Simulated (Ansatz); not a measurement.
## SrLi2SnS4 (I-42m): refractive index against wavelength

The refractive index of SrLi2SnS4 (I-42m) along x below the direct gap (2.46 eV on the mesh) is read from one computed spectrum, n = √(Re ε). x, y and z are the Cartesian axes of the input cell.

Cell: a, b, c = 6.152, 6.152, 6.152 Å (primitive vectors), 8 atoms.

Method: Ansatz 0.2.0, LDA, independent particles, k-mesh 6×6×6 with interpolation inside its cells, Gaussian parameter 0.1 eV.

Launch of the response step: `ansatz run input.yaml --threads 4 --pin off --max-ram 8192MiB --backend cpu --events-out ev --progress --plain --runs-dir out`. The run took 2.3 min, on 4 threads of Intel(R) Xeon(R) Processor @ 2.50GHz (Skylake/Cascade Lake), with other jobs on the host.

```
wavelength (nm)  photon energy E (eV)       n
           3000                 0.413  2.4809
           2000                 0.620  2.4894
           1550                 0.800       ?
           1310                 0.946  2.5105
           1064                 1.165  2.5306
            850                 1.459  2.5665
```

In the single-oscillator model n² − 1 = E₀E_d/(E₀² − E²), so 1/(n² − 1) = E₀/E_d − E²/(E₀E_d) is linear in E².

Working, on the rows shown:

| x = E² (eV²) | y = 1/(n² − 1) |
| --- | --- |
| 0.170801 | 0.193992 |
| 0.384302 | 0.192415 |
| 0.895757 | 0.188586 |
| 1.35784 | 0.18505 |
| 2.12762 | 0.178989 |

Means: x̄ = 0.98727, ȳ = 0.18781. Σ(x − x̄)(y − ȳ) = -0.01898, Σ(x − x̄)² = 2.476. Slope = -0.01898 / 2.476 = -0.007663; intercept = ȳ − slope · x̄ = 0.19537. Turned back into n, the line misses the rows shown by at most 0.00048.

Question: Fill in the last column of the withheld row.

Answer: At x = 0.63984 the line gives y = 0.19047, that is 2.5000. The run gave 2.4998, so the interpolation is off by 0.00024, 0.3 % of the range in the table.

Refitted with all rows, the slope is -0.007668 and the intercept 0.19538. These give E₀ = √(intercept/−slope) = 5.05 eV and E_d = E₀/intercept = 25.8 eV; E₀ is 2.1 times the direct gap. The electronic limit at long wavelengths, without lattice vibrations, is n = √(1 + 1/intercept) = 2.473. Excitons are left out and so are local fields; LDA gaps are as a rule too small. Spin-orbit coupling is left out.

[Logs are printed without paths, hosts, clocks, repeated set-up lines and the standing remarks that a program may print on its own settings, such as how far it seeks lower states.]
